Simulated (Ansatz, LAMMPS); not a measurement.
# Glassy 73SiO2-23BaO-4TiO2 (mol %) (72 atoms) under strain: runs compared

Aim: relax glassy 73SiO2-23BaO-4TiO2 (mol %) (72 atoms), then change its volume and shape to read moduli from the stress.

Computed with Ansatz 0.2.0: Kohn-Sham DFT, PBE, PAW (set soft_2), plane waves.

### Step 1. The cell as built

The cell holds 72 atoms: 19 Si, 6 Ba, 1 Ti and 46 O. Cell: a = 10.195 Å, b = 10.195 Å, c = 10.195 Å, α = 90.0°, β = 90.0°, γ = 90.0°. 72 atoms (19 Si, 6 Ba, 1 Ti, 46 O) placed at random at 3.15 g/cm³, melted at 4000 K for 10 ps at fixed volume with the Morse and Coulomb pair potential with partial charges (Pedone, Malavasi, Menziani, Cormack and Segre, J. Phys. Chem. B 110, 11780 (2006)). Quenched from 4000 K to 300 K at 8 K/ps and fixed volume, held 10 ps at zero pressure.

Limits known from the start: The quench rate of 8 K/ps far exceeds what a furnace or splat quench reaches, so expect more defects and frozen-in strain than in a real sample. The starting topology of bonds comes from the classical model, and needn't be the one that DFT or experiment would give. Sampling is at Γ alone. Spin–orbit coupling is left out, which matters for the levels of the heavy elements.

### Step 2. The reference run

The reference is a single point at the end of the relaxation.

Every strained cell starts from the geometry of this run, and its atoms are relaxed with the cell held.

Its input, with most atom lines left out:

```yaml
crystal:
  lattice:
    - [10.34181, 0.13913, 0.37273]
    - [0.13913, 10.3002, 0.03001]
    - [0.37273, 0.03001, 10.17197]
  atoms:
    - { symbol: Si, position: [0.44506, 0.41831, 0.99069] }
    - { symbol: Si, position: [0.99076, 0.74848, 0.44542] }
    - { symbol: Si, position: [0.08394, 0.26273, 0.1531] }
    - { symbol: Si, position: [0.08461, 0.79021, 0.94581] }
    - { symbol: Si, position: [0.25256, 0.99348, 0.08944] }
    - { symbol: Si, position: [0.5348, 0.38143, 0.54613] }
    - { symbol: Si, position: [0.07896, 0.28301, 0.43809] }
    [... atom lines 8 to 72 left out ...]
kpoints:
  mp_grid: { grid: [1, 1, 1] }
hamiltonian:
  xc: pbe
scf:
  occupations: { method: fixed }
output:
  forces: true
  stress: true
  populations: true
  dos:
    method: { smearing: { sigma: 0.15 } }
    de: 0.1
    projected: { site_lists: { Ba: [Ba], O: [O], Si: [Si], Ti: [Ti] } }
  eigenvalues: true
  write_density: true
  write_potential: true
  volumetric_format: npy
  elf: true
```

| Item | Value |
| --- | --- |
| free energy per atom | -1062.0462 eV/atom |
| r.m.s. force component | 0.0093 eV/Å |
| pressure | -0.009416 GPa |

Filled and empty levels are parted by 3.00 eV (at Γ alone); a semilocal functional tends to put such gaps too low. In a disordered cell it changes from sample to sample, and tail or defect levels can set it.

### Step 3. The runs

Each row is one run, on 4 threads of Intel Xeon Platinum 8175M at 2.50GHz (Skylake/Cascade Lake), shared host. The free energy is the program's total, comparable only between runs with the same functional, potentials and atoms.

```
                                 run  atoms    outcome  ionic steps, all passes  free energy (eV)     time  host memory (GiB)
           Single point at the start     72  converged                        -        -76460.473    6.4 s                1.3
              Cell and atoms relaxed     72  converged                       20        -76467.325  2.1 min                1.3
Single point at the relaxed geometry     72  converged                        -        -76467.325     12 s                1.4
                         Volume -3 %     72  converged                       10        -76467.162     83 s                1.4
                         Volume +3 %     72  converged                        8        -76467.173     62 s                1.4
                         Volume -6 %     72  converged                       15        -76466.654    2 min                1.3
                         Volume +6 %     72  converged                       10        -76466.709     89 s                1.4
                        Volume -10 %     72  converged                       15        -76465.357  1.9 min                1.3
            Stretched by 1 % along x     72  converged                        7        -76467.301     56 s                1.4
           Compressed by 1 % along x     72  converged                        5        -76467.291     39 s                1.4
                Sheared by 2 % in xy     72  converged                        7        -76467.299     57 s                1.3
```

In some runs the program notes that the SCF threshold is loose for the stress.

### Step 4. Pressure against volume

Atoms are relaxed at each volume, in the scaled cell.

```
volume change (%)  volume (Å³/atom)  energy change (meV/atom)  pressure (GPa)  largest move on relaxing (Å)  bonds  gap (eV)
              -10            13.524                     27.34            6.23                          0.41    132                3.07
               -6            14.125                      9.32            3.45                          0.26    127                3.04
               -3            14.576                      2.27            1.67                          0.12    124                3.01
               +0            15.027                      0.00           -0.01                             -    121                3.00
               +3            15.477                      2.12           -1.60                          0.10    118                2.94
               +6            15.928                      8.55           -3.01                          0.24    115                2.86
```

### Step 5. Uniaxial strain and shear

Stress (GPa, compression positive) less that of the relaxed cell, atoms relaxed:

```
                   strain      xx      yy      zz      xy  energy change (meV/atom)
 stretched by 1 % along x  -0.878  -0.275  -0.403   0.057                      0.34
compressed by 1 % along x   0.996   0.338   0.455  -0.021                      0.47
     sheared by 2 % in xy   0.078   0.227  -0.053  -0.502                      0.37
```

### Step 6. Outcome

The bulk modulus, from the slope of pressure against ln V over the three points nearest the relaxed volume, is 54.6 GPa; a quadratic over all points gives a pressure derivative of about 1.9. The count of bonds runs from 115 to 132 over the series, so at some points contacts cross the cutoffs. The gap goes from 3.07 eV at the smallest volume to 2.86 eV at the largest, -1.2 eV per unit of ln V by a straight line, on the run's k-points. In the Cartesian axes of the cell, finite differences give C11 = 93.7, C12 = 30.7, C13 = 42.9 and C66 = 25.1 GPa (the shear of 2 % is the engineering strain, εxy = 0.01). The mean of C11, C12 and C13, which equals the bulk modulus in a cubic or isotropic solid, is 55.7 GPa: it agrees with the bulk modulus within 10 %. For an isotropic solid C66 would equal (C11 − C12)/2 = 31.5 GPa; so small a sample needn't be isotropic, and C66 rests on one shear. With the bulk modulus and C66 as K and G, Young's modulus would be about 65 GPa and Poisson's ratio 0.30.

Caveats: Strains are finite and relaxations stop at the force tolerance of the input, which can leave moduli too stiff; they are those of a static cell at zero temperature. Volumes are changed with the cell's shape held, so in an anisotropic solid the modulus lies over the one under free hydrostatic load. The program notes that the SCF threshold of the relaxations is loose for the stress.

The DFT runs together took 13 min of wall time.

[Logs are printed without paths, hosts, clocks, repeated set-up lines and the standing remarks that a program may print on its own settings, such as how far it seeks lower states.]

[Hosts, paths, dates, database ids (printed as entryN), source tags and the programs' standing remarks are cut or masked in the printed files.]
